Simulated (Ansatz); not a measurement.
# Core levels in a random alloy: Al3Ir (Al on 75 % of the Ir sites, one arrangement)

Wanted: how composition and neighbours shift and broaden the core lines of Al3Ir (Al on 75 % of the Ir sites, one arrangement). Spin–orbit coupling is left out of the bands throughout.

Program: Ansatz 0.2.0. Level of theory: DFT, LDA, plane-wave PAW, default files, scalar-relativistic. Results are calculated unless marked as measured.

Most raw output is cut from this account.

## 1. Starting point

The cell holds 16 atoms: 12 Al and 4 Ir. Its edges and angles: a = 6.926 Å, b = 6.926 Å, c = 6.926 Å, α = 109.5°, β = 109.5°, γ = 109.5°. It derives from Ir and Al. How the cell was made: random alloy; site: Ir; solute: Al; fraction 0.75; sites picked by the rule 'random', which a small cell need not show; lattice typed at the start.

## 2. Relaxing the atoms

Atoms near a foreign or missing neighbour move off the ideal sites, so they are relaxed first.

Input file input.yaml:

```yaml
crystal:
  lattice:
    - [-3.9988454741, 3.9988454741, 3.9988454741]
    - [3.9988454741, -3.9988454741, 3.9988454741]
    - [3.9988454741, 3.9988454741, -3.9988454741]
  atoms:
    - { symbol: Al, position: [0.0, 0.25, 0.75] }
    - { symbol: Al, position: [0.0, 0.5, 0.5] }
    - { symbol: Al, position: [0.0, 0.75, 0.25] }
    - { symbol: Al, position: [0.25, 0.0, 0.75] }
    - { symbol: Al, position: [0.0, 0.0, 0.0] }
    - { symbol: Ir, position: [0.25, 0.25, 0.5] }
    - { symbol: Al, position: [0.25, 0.5, 0.25] }
    - { symbol: Ir, position: [0.5, 0.75, 0.75] }
    - { symbol: Al, position: [0.25, 0.75, 0.0] }
    - { symbol: Al, position: [0.5, 0.0, 0.5] }
    - { symbol: Al, position: [0.5, 0.25, 0.25] }
    - { symbol: Ir, position: [0.75, 0.5, 0.75] }
    - { symbol: Al, position: [0.5, 0.5, 0.0] }
    - { symbol: Al, position: [0.75, 0.75, 0.5] }
    - { symbol: Ir, position: [0.75, 0.0, 0.25] }
    - { symbol: Al, position: [0.75, 0.25, 0.0] }
kpoints:
  mp_grid: { grid: [4, 4, 4] }
scf:
  occupations: { method: fermi_dirac, width: 0.08 }
  n_extra_bands: 16
hamiltonian:
  xc: lda
  pseudopotentials: { kind: paw }
output:
  forces: true
relax:
  f_tol: 0.04
  max_steps: 35
```

Launch:

```bash
> ansatz run input.yaml --threads 4 --pin off --max-ram 14336MiB --backend cpu --events-out ev --progress --plain --runs-dir out
```

Elapsed: 90 s, on 4 threads of Arm Neoverse V1, shared host; peak memory 0.86 GiB.

Relaxation path:

| step | energy less that of the first step (eV) | largest force component (eV/Å) |
| --- | --- | --- |
| 1 | 0.0000 | 1.5556 |
| 2 | -1.3243 | 0.5912 |
| 3 | -1.6323 | 0.2689 |
| 4 | -1.6939 | 0.2167 |
| 5 | -1.7257 | 0.0656 |
| 6 | -1.7305 | 0.0427 |
| 7 | -1.7307 | 0.0637 |
| 8 | -1.7327 | 0.0223 |
| 9 | -1.7327 | 0.0223 |

The atoms that moved most (Å):

| atom | dx | dy | dz | length |
| --- | --- | --- | --- | --- |
| Al13 | -0.221 | -0.352 | 0.398 | 0.576 |
| Ir15 | 0.175 | 0.036 | -0.314 | 0.361 |
| Ir8 | 0.134 | -0.258 | 0.198 | 0.352 |
| Ir12 | -0.049 | 0.262 | 0.169 | 0.315 |
| Ir6 | -0.292 | 0.026 | -0.101 | 0.310 |
| Al7 | 0.020 | 0.212 | -0.154 | 0.263 |
| Al5 | 0.062 | -0.051 | -0.219 | 0.233 |
| Al11 | 0.077 | 0.141 | -0.064 | 0.173 |

The relaxed structure:

```cif
data_structure
_symmetry_space_group_name_H-M 'P 1'
_symmetry_Int_Tables_number 1
_cell_length_a 6.9262
_cell_length_b 6.9262
_cell_length_c 6.9262
_cell_angle_alpha 109.471
_cell_angle_beta 109.471
_cell_angle_gamma 109.471
_cell_volume 255.78
loop_
_atom_site_label
_atom_site_type_symbol
_atom_site_fract_x
_atom_site_fract_y
_atom_site_fract_z
_atom_site_occupancy
Al1 Al 0.00422 0.24792 0.73604 1
Al2 Al 0.00503 0.48812 0.49790 1
Al3 Al 0.97796 0.75485 0.25208 1
Al4 Al 0.25601 0.01163 0.75204 1
Al5 Al 0.96632 0.98041 0.00138 1
Ir6 Ir 0.24064 0.20088 0.46681 1
Al7 Al 0.25735 0.48331 0.27908 1
Ir8 Ir 0.49250 0.79153 0.73455 1
Al9 Al 0.26308 0.75112 0.99196 1
Al10 Al 0.50502 0.01595 0.51139 1
Al11 Al 0.50967 0.25163 0.27723 1
Ir12 Ir 0.80380 0.51498 0.77660 1
Al13 Al 0.50578 0.52214 0.92835 1
Al14 Al 0.74224 0.74860 0.51321 1
Ir15 Ir 0.71526 0.98259 0.27637 1
Al16 Al 0.75512 0.25435 0.00502 1
```

This step gave:

* free energy: -52814.3708 eV
* energy at zero smearing: -52814.3049 eV
* smearing term TS: 0.1319 eV
* Fermi energy: 11.36 eV
* symmetry operations: 1

The relaxation ends 108 meV an atom lower, with a largest force component of 0.022 eV/Å.

## 3. Valence states

First the ground state, then the DOS by atom and shell, which the cross sections turn into spectra.

Input file input.yaml:

```yaml
crystal:
  lattice:
    - [-3.9988454741, 3.9988454741, 3.9988454741]
    - [3.9988454741, -3.9988454741, 3.9988454741]
    - [3.9988454741, 3.9988454741, -3.9988454741]
  atoms:
    - { symbol: Al, position: [0.0042164856, 0.2479184476, 0.7360437719] }
    - { symbol: Al, position: [0.0050297014, 0.4881173545, 0.4979015446] }
    - { symbol: Al, position: [-0.0220406396, 0.7548505174, 0.2520773119] }
    - { symbol: Al, position: [0.2560137874, 0.0116300607, 0.7520449625] }
    - { symbol: Al, position: [-0.0336807059, -0.0195907872, 0.0013813034] }
    - { symbol: Ir, position: [0.2406365732, 0.200876935, 0.4668123945] }
    - { symbol: Al, position: [0.257349194, 0.483313038, 0.2790798696] }
    - { symbol: Ir, position: [0.4925018067, 0.7915268075, 0.7345482769] }
    - { symbol: Al, position: [0.2630767442, 0.7511194602, -0.0080426889] }
    - { symbol: Al, position: [0.5050196371, 0.0159464876, 0.5113888659] }
    - { symbol: Al, position: [0.5096682919, 0.2516309033, 0.2772306477] }
    - { symbol: Ir, position: [0.8038011321, 0.5149849047, 0.7765953387] }
    - { symbol: Al, position: [0.5057845137, 0.5221376358, -0.0716533694] }
    - { symbol: Al, position: [0.742242175, 0.7485968957, 0.5132056313] }
    - { symbol: Ir, position: [0.7152598466, -0.0174078294, 0.2763670568] }
    - { symbol: Al, position: [0.7551214567, 0.2543491685, 0.0050190826] }
kpoints:
  mp_grid: { grid: [6, 6, 6] }
scf:
  occupations: { method: fermi_dirac, width: 0.08 }
  n_extra_bands: 16
hamiltonian:
  xc: lda
  pseudopotentials: { kind: paw }
output:
  forces: true
  stress: true
  dos:
    projected: true
    de: 0.05
    e_range: [-30, 12]
    method: { smearing: { sigma: 0.1, scheme: gaussian } }
```

Wall time 62 s (4 threads); peak memory 1.5 GiB.

This step gave:

```yaml
free_energy: -52814.3463 eV
energy_at_zero_smearing: -52814.2793 eV
smearing_term_ts: 0.1340 eV
fermi_energy: 11.37 eV
pressure: -11.37 GPa
zero_of_energy: Fermi level
share_of_occupied_states_in_no_projected_shell: 0.0119 of the occupied states in the window
dos_at_the_fermi_level: 6.222 states/eV/cell
```

The DOS has structure finer than the step of the table below, so its rows give means over 0.5 eV, whole bins alone (the curve runs from -12.6 to 2.88 eV). Peaks (eV: height): total -3.73: 14.0, -2.73: 14.5, -1.23: 9.09, 2.48: 7.97; Ir 5d -2.83: 10.3; Al 3p -4.03: 4.31, -1.23: 3.67, -0.23: 3.26, 2.48: 3.55; Al 3s -6.92: 1.93, -6.33: 1.75, -5.12: 1.61, 2.48: 2.15; Ir 6s -8.43: 0.362, -5.12: 0.377, 1.68: 0.433, 2.48: 0.460.

* holds the states left over by the projection beside any projected weight of its own. Table of DOS by E, zero at the Fermi level; means over each step; values in states/eV/cell:

| E (eV) | total | Ir 5d | Al 3p | Al 3s | Ir 6s | Ir 6p* |
| --- | --- | --- | --- | --- | --- | --- |
| -11.5 | 0 | 0 | 0 | 0 | 0 | 0 |
| -11.0 | 0.175 | 1.8e-4 | 0.0164 | 0.113 | 0.0448 | 2.0e-4 |
| -10.5 | 1.03 | 0.00194 | 0.249 | 0.562 | 0.215 | 0.00217 |
| -10.0 | 1.65 | 0.00778 | 0.625 | 0.742 | 0.274 | 0.00608 |
| -9.5 | 1.89 | 0.0181 | 0.855 | 0.754 | 0.252 | 0.0102 |
| -9.0 | 2.38 | 0.0397 | 1.18 | 0.894 | 0.252 | 0.0160 |
| -8.5 | 3.15 | 0.0988 | 1.64 | 1.12 | 0.276 | 0.0251 |
| -8.0 | 3.04 | 0.160 | 1.61 | 1.02 | 0.228 | 0.0261 |
| -7.5 | 4.07 | 0.321 | 2.12 | 1.33 | 0.264 | 0.0372 |
| -7.0 | 4.51 | 0.564 | 2.23 | 1.47 | 0.196 | 0.0448 |
| -6.5 | 5.38 | 1.05 | 2.47 | 1.61 | 0.213 | 0.0490 |
| -6.0 | 5.83 | 1.64 | 2.34 | 1.59 | 0.210 | 0.0489 |
| -5.5 | 5.72 | 1.85 | 2.16 | 1.39 | 0.269 | 0.0511 |
| -5.0 | 7.16 | 2.79 | 2.57 | 1.41 | 0.323 | 0.0713 |
| -4.5 | 9.46 | 4.61 | 3.37 | 1.08 | 0.309 | 0.0941 |
| -4.0 | 12.8 | 7.67 | 4.08 | 0.708 | 0.227 | 0.143 |
| -3.5 | 13.2 | 8.44 | 3.82 | 0.612 | 0.193 | 0.176 |
| -3.0 | 13.3 | 9.21 | 3.12 | 0.590 | 0.200 | 0.197 |
| -2.5 | 13.3 | 9.52 | 2.81 | 0.573 | 0.223 | 0.219 |
| -2.0 | 11.1 | 7.52 | 2.58 | 0.596 | 0.211 | 0.209 |
| -1.5 | 7.81 | 3.85 | 2.86 | 0.705 | 0.220 | 0.186 |
| -1.0 | 7.55 | 3.02 | 3.24 | 0.858 | 0.235 | 0.209 |
| -0.5 | 5.93 | 2.04 | 2.78 | 0.708 | 0.203 | 0.203 |
| 0.0 | 6.46 | 1.99 | 2.98 | 0.994 | 0.239 | 0.261 |
| 0.5 | 6.09 | 1.65 | 2.75 | 1.15 | 0.244 | 0.296 |
| 1.0 | 6.17 | 1.37 | 2.71 | 1.43 | 0.297 | 0.363 |
| 1.5 | 6.80 | 1.32 | 2.91 | 1.77 | 0.369 | 0.449 |
| 2.0 | 6.45 | 1.09 | 2.78 | 1.72 | 0.368 | 0.493 |
| 2.5 | 7.41 | 1.05 | 3.37 | 1.95 | 0.409 | 0.629 |

This run's widths, added to any smearing of the DOS itself: Gaussian 0.1 eV, Lorentzian 0.2 eV. Table of intensity by binding energy, zero at the Fermi level; values in % of the maximum within 13 eV:

| binding energy (eV) | 21.2 eV | 100 eV | 1486.7 eV | 5414.7 eV | 5950 eV |
| --- | --- | --- | --- | --- | --- |
| -1.0 | 1.13 | 1.32 | 1.16 | 1.15 | 1.15 |
| -0.5 | 2.08 | 2.53 | 2.15 | 2.14 | 2.14 |
| 0.0 | 13.3 | 17.6 | 13.9 | 13.9 | 13.9 |
| 0.5 | 22.7 | 29.6 | 23.6 | 23.5 | 23.5 |
| 1.0 | 33.3 | 40.8 | 34.3 | 34.1 | 34.2 |
| 1.5 | 43.3 | 48.5 | 44.0 | 43.9 | 43.9 |
| 2.0 | 77.8 | 78.9 | 78.0 | 78.1 | 78.1 |
| 2.5 | 94.8 | 94.5 | 94.9 | 95.0 | 95.0 |
| 3.0 | 94.2 | 94.9 | 94.3 | 94.3 | 94.3 |
| 3.5 | 87.3 | 90.4 | 87.5 | 87.3 | 87.4 |
| 4.0 | 79.1 | 84.0 | 79.5 | 79.3 | 79.3 |
| 4.5 | 50.0 | 57.3 | 51.3 | 51.1 | 51.1 |
| 5.0 | 32.0 | 40.3 | 33.9 | 33.7 | 33.7 |
| 5.5 | 22.2 | 30.5 | 24.1 | 23.8 | 23.9 |
| 6.0 | 19.2 | 28.7 | 21.3 | 20.8 | 20.9 |
| 6.5 | 12.9 | 23.3 | 15.1 | 14.6 | 14.7 |
| 7.0 | 8.02 | 18.2 | 10.1 | 9.68 | 9.75 |
| 7.5 | 5.18 | 14.7 | 7.20 | 6.90 | 6.99 |
| 8.0 | 3.05 | 10.4 | 4.63 | 4.45 | 4.53 |
| 8.5 | 2.36 | 10.1 | 4.10 | 3.97 | 4.06 |
| 9.0 | 1.44 | 7.18 | 2.83 | 2.80 | 2.88 |
| 9.5 | 1.06 | 5.83 | 2.33 | 2.38 | 2.46 |
| 10.0 | 0.866 | 5.21 | 2.20 | 2.32 | 2.41 |
| 10.5 | 0.593 | 3.31 | 1.58 | 1.72 | 1.79 |
| 11.0 | 0.294 | 0.939 | 0.537 | 0.570 | 0.587 |
| 11.5 | - | 0.398 | 0.262 | 0.265 | 0.269 |
| 12.0 | - | 0.293 | 0.206 | 0.206 | 0.208 |
| 12.5 | - | 0.237 | 0.173 | 0.173 | 0.174 |

Maxima picked by a test of local sharpness, so broad peaks and shoulders can be missing; peaks within 0.45 eV of a curve's cut are left out. Valence peaks, by row:

| photon energy (eV) | binding energy (eV) | height (% of the maximum within 13 eV) | main shell | its share (%) |
| --- | --- | --- | --- | --- |
| 21.2 | 3.5 | 87.44 | Ir 5d | 98.75 |
| 21.2 | 2.8 | 100 | Ir 5d | 99.01 |
| 21.2 | 0.3 | 23.77 | Ir 5d | 95.89 |
| 100 | 9.15 | 7.963 | Al 3s | 45.01 |
| 100 | 8.4 | 10.85 | Al 3p | 44.39 |
| 100 | 7.55 | 14.99 | Al 3p | 40.18 |
| 100 | 3.65 | 90.81 | Ir 5d | 85.1 |
| 100 | 2.8 | 100 | Ir 5d | 88.99 |
| 100 | 0.3 | 31.02 | Ir 5d | 66.04 |
| 1487 | 3.5 | 87.64 | Ir 5d | 97.52 |
| 1487 | 2.8 | 100 | Ir 5d | 98 |
| 1487 | 0.3 | 24.73 | Ir 5d | 91.22 |
| 5415 | 3.5 | 87.47 | Ir 5d | 97.89 |
| 5415 | 2.8 | 100 | Ir 5d | 98.18 |
| 5415 | 0.3 | 24.57 | Ir 5d | 91.99 |
| 5950 | 3.5 | 87.47 | Ir 5d | 97.81 |
| 5950 | 2.8 | 100 | Ir 5d | 98.1 |
| 5950 | 2.4 | 95.13 | Ir 5d | 97.95 |
| 5950 | 0.3 | 24.63 | Ir 5d | 91.69 |

The intensity has structure finer than the step of the table below, so its rows give means over 1 eV, whole bins alone (the curve runs from -12.6 to 1.38 eV). Peaks (eV: height): Al K-beta -3.8: 100.0; Al K-beta, E along x -3.7: 109; Al K-beta, E along y -3.9: 94.5, -1.2: 86.6; Al K-beta, E along z -3.9: 98.3; Al L2,3 -8.4: 70.5, -7.6: 83.1, -6.9: 98.5, -5.1: 84.2.

Shapes are the site's partial DOS without matrix elements, which overweights lines from ligand s bands. Intensity against emission energy less the core level's binding energy, zero at the Fermi level; means over each step; values in % of the unpolarised maximum:

| emission energy less the core level's binding energy (eV) | Al K-beta | Al K-beta, E along x | Al K-beta, E along y | Al K-beta, E along z | Al L2,3 | Ir L-beta5 |
| --- | --- | --- | --- | --- | --- | --- |
| -12 | 1.46 | 1.44 | 1.48 | 1.45 | 0.0241 | 10.8 |
| -11 | 4.25 | 4.18 | 4.33 | 4.23 | 10.2 | 13.7 |
| -10 | 16.8 | 16.5 | 17.2 | 16.8 | 39.5 | 17.8 |
| -9 | 31.9 | 31.2 | 32.6 | 32.0 | 50.3 | 23.8 |
| -8 | 46.5 | 45.3 | 47.8 | 46.5 | 65.5 | 32.5 |
| -7 | 57.6 | 55.0 | 59.7 | 58.1 | 79.5 | 44.6 |
| -6 | 62.2 | 60.3 | 63.0 | 63.4 | 87.7 | 60.3 |
| -5 | 70.8 | 71.3 | 69.9 | 71.4 | 74.3 | 78.1 |
| -4 | 95.7 | 102 | 90.9 | 93.8 | 41.9 | 93.4 |
| -3 | 83.2 | 90.4 | 79.8 | 79.5 | 32.7 | 99.4 |
| -2 | 71.3 | 72.0 | 71.7 | 70.1 | 33.0 | 92.2 |
| -1 | 74.2 | 69.9 | 78.0 | 74.5 | 44.5 | 75.5 |
| 0 | 39.5 | 37.4 | 39.6 | 39.4 | 24.1 | 56.6 |

Window up to 2.9 eV. Shell moments, by row:

| element | shell | occupied states an atom | centre of occupied part (eV) | rms width of occupied part (eV) | centre up to the window's top (eV) | rms width up to the window's top (eV) |
| --- | --- | --- | --- | --- | --- | --- |
| Al | 3s | 0.8713 | -5.687 | 2.797 | -3.427 | 4.132 |
| Al | 3p | 2.094 | -4.301 | 2.63 | -2.803 | 3.441 |
| Ir | 6s | 0.6452 | -5.547 | 3.098 | -3.57 | 4.176 |
| Ir | 6p* | 0.2691 | -2.953 | 2.179 | -0.3594 | 2.819 |
| Ir | 5d | 8.197 | -3.159 | 1.492 | -2.69 | 1.986 |

Shapes are the site's partial DOS without matrix elements, which overweights lines from ligand s bands. Emission peaks, by row:

| line | energy (eV) | height (%) |
| --- | --- | --- |
| Al K-beta | -7.55 | 53.57 |
| Al K-beta | -6.4 | 63.34 |
| Al K-beta | -3.85 | 100 |
| Al K-beta | -1.15 | 79.4 |
| Al K-beta, E along x | -7.55 | 51.73 |
| Al K-beta, E along x | -6.35 | 60.56 |
| Al K-beta, E along x | -3.7 | 109 |
| Al K-beta, E along x | -1.05 | 72.55 |
| Al K-beta, E along y | -7.55 | 55.52 |
| Al K-beta, E along y | -6.55 | 64.7 |
| Al K-beta, E along y | -3.95 | 94.53 |
| Al K-beta, E along y | -1.25 | 86.64 |
| Al K-beta, E along z | -7.55 | 53.45 |
| Al K-beta, E along z | -6.4 | 65.05 |
| Al K-beta, E along z | -3.9 | 98.34 |
| Al K-beta, E along z | -1.15 | 79.98 |
| Al L2,3 | -9.15 | 61.3 |
| Al L2,3 | -8.4 | 71.15 |
| Al L2,3 | -7.65 | 83.13 |
| Al L2,3 | -6.9 | 100 |
| Al L2,3 | -6.35 | 93.05 |
| Al L2,3 | -5.95 | 90.85 |
| Al L2,3 | -5.1 | 85.21 |
| Al L2,3 | -1.2 | 56.2 |
| Ir L-beta5 | -3.05 | 100 |

Table of broadened DOS, unweighted empty DOS by E, zero at the Fermi level; read off at these points:

| E (eV) | broadened DOS, unweighted empty DOS (states/eV/cell) |
| --- | --- |
| -0.93 | 4.9e-5 |
| -0.82 | 3.6e-4 |
| -0.72 | 0.00219 |
| -0.62 | 0.0108 |
| -0.53 | 0.0432 |
| -0.42 | 0.142 |
| -0.33 | 0.388 |
| -0.23 | 0.879 |
| -0.12 | 1.68 |
| -0.03 | 2.72 |
| 0.07 | 3.83 |
| 0.17 | 4.79 |
| 0.28 | 5.44 |
| 0.38 | 5.81 |
| 0.47 | 5.99 |
| 0.57 | 6.08 |
| 0.68 | 6.12 |
| 0.78 | 6.14 |
| 0.88 | 6.15 |
| 0.97 | 6.19 |
| 1.07 | 6.29 |
| 1.18 | 6.42 |
| 1.27 | 6.56 |
| 1.38 | 6.66 |
| 1.48 | 6.70 |
| 1.57 | 6.69 |
| 1.68 | 6.63 |
| 1.77 | 6.56 |
| 1.88 | 6.50 |
| 1.98 | 6.52 |
| 2.08 | 6.65 |
| 2.17 | 6.87 |
| 2.27 | 7.09 |

Recipe: projected DOS times atomic cross section and asymmetry factor (linear light, 54.7° from the polarisation), occupied states only, Fermi edge at 20 K, a Lorentzian width of 0.2 eV growing by 0 eV per eV of binding energy, and a resolution of 0.1 eV. Curves are cut 10 eV under the photon energy, above any shell that the free atom's threshold puts out of reach, or at the lower edge of the window: 11.2 eV at 21.2 eV, 12.7 eV at 100 eV, 12.7 eV at 1486.7 eV, 12.7 eV at 5414.7 eV and 12.7 eV at 5950 eV. A star in tables and legends marks shells that hold the states left over by the projection (1.2 % of the filled ones), a stand-in for orbitals that the files don't project on. Matrix elements of the solid and inelastic losses aren't modelled, nor non-dipole terms, which matter above 3 keV.

Share of each shell in the spectrum's area (%), by photon energy:

| shell | 21.2 eV | 100 eV | 1486.7 eV | 5414.7 eV | 5950 eV |
| --- | --- | --- | --- | --- | --- |
| Al 3s | 1.2 | 9.2 | 4.8 | 3.8 | 3.8 |
| Al 3p | 1.3 | 16.6 | 1.3 | 0.3 | 0.3 |
| Ir 6s | 0.1 | 0.4 | 1.0 | 2.3 | 2.5 |
| Ir 5d | 97.2 | 73.7 | 92.7 | 93.3 | 93.1 |

Cross sections used, in Mb an electron:

| shell | 21.2 eV | 100 eV | 1486.7 eV | 5414.7 eV | 5950 eV |
| --- | --- | --- | --- | --- | --- |
| Al 3s | 0.15 | 0.053 | 3.5e-4 | 1.3e-5 | 1.0e-5 |
| Al 3p | 0.070 | 0.040 | 4.0e-5 | 4.4e-7 | 3.1e-7 |
| Ir 6s | 0.068 | 0.010 | 2.9e-4 | 3.2e-5 | 2.7e-5 |
| Ir 5d | 4.0 | 0.13 | 0.0021 | 1.0e-4 | 7.8e-5 |

The largest force component on a free atom is 0.043 eV/Å, a little over the usual target of 0.03 eV/Å. At the Fermi level the DOS is 6.22 states/eV a cell, and on the broadened curves Al 3p holds 46 % of the total there.

## 4. Core holes

XPS shifts tell sites apart. Each chosen atom gets a core hole in a self-consistent pass of its own.

Input file input.yaml:

```yaml
crystal:
  lattice:
    - [-3.9988454741, 3.9988454741, 3.9988454741]
    - [3.9988454741, -3.9988454741, 3.9988454741]
    - [3.9988454741, 3.9988454741, -3.9988454741]
  atoms:
    - { symbol: Al_h, position: [0.0042164856, 0.2479184476, 0.7360437719] }
    - { symbol: Al, position: [0.0050297014, 0.4881173545, 0.4979015446] }
    - { symbol: Al, position: [-0.0220406396, 0.7548505174, 0.2520773119] }
    - { symbol: Al, position: [0.2560137874, 0.0116300607, 0.7520449625] }
    - { symbol: Al, position: [-0.0336807059, -0.0195907872, 0.0013813034] }
    - { symbol: Ir_h, position: [0.2406365732, 0.200876935, 0.4668123945] }
    - { symbol: Al, position: [0.257349194, 0.483313038, 0.2790798696] }
    - { symbol: Ir, position: [0.4925018067, 0.7915268075, 0.7345482769] }
    - { symbol: Al, position: [0.2630767442, 0.7511194602, -0.0080426889] }
    - { symbol: Al_h, position: [0.5050196371, 0.0159464876, 0.5113888659] }
    - { symbol: Al, position: [0.5096682919, 0.2516309033, 0.2772306477] }
    - { symbol: Ir_h, position: [0.8038011321, 0.5149849047, 0.7765953387] }
    - { symbol: Al, position: [0.5057845137, 0.5221376358, -0.0716533694] }
    - { symbol: Al, position: [0.742242175, 0.7485968957, 0.5132056313] }
    - { symbol: Ir_h, position: [0.7152598466, -0.0174078294, 0.2763670568] }
    - { symbol: Al_h, position: [0.7551214567, 0.2543491685, 0.0050190826] }
kpoints:
  mp_grid: { grid: [6, 6, 6] }
scf:
  occupations: { method: fermi_dirac, width: 0.08 }
  n_extra_bands: 16
hamiltonian:
  xc: lda
  pseudopotentials: { kind: paw }
output:
  forces: true
  core_levels:
    shells: { Ir_h: "4f", Al_h: "2p" }
    counted_from: fermi_level
    add_spin: false
```

Run time: 7 min. Hardware: 4 threads; peak memory 1.6 GiB; 28 min of CPU time.

(Continued in part 2 of 2.)

[Logs are printed without paths, hosts, clocks, repeated set-up lines and the standing remarks that a program may print on its own settings, such as how far it seeks lower states.]

[Hosts, paths, dates, database ids (printed as entryN), source tags and the programs' standing remarks are cut or masked in the printed files.]

[Maps of the electrostatic potential energy from Ansatz leave out the sawtooth potential of an applied field or a dipole correction, so their vacuum need not be flat; work functions include it.]
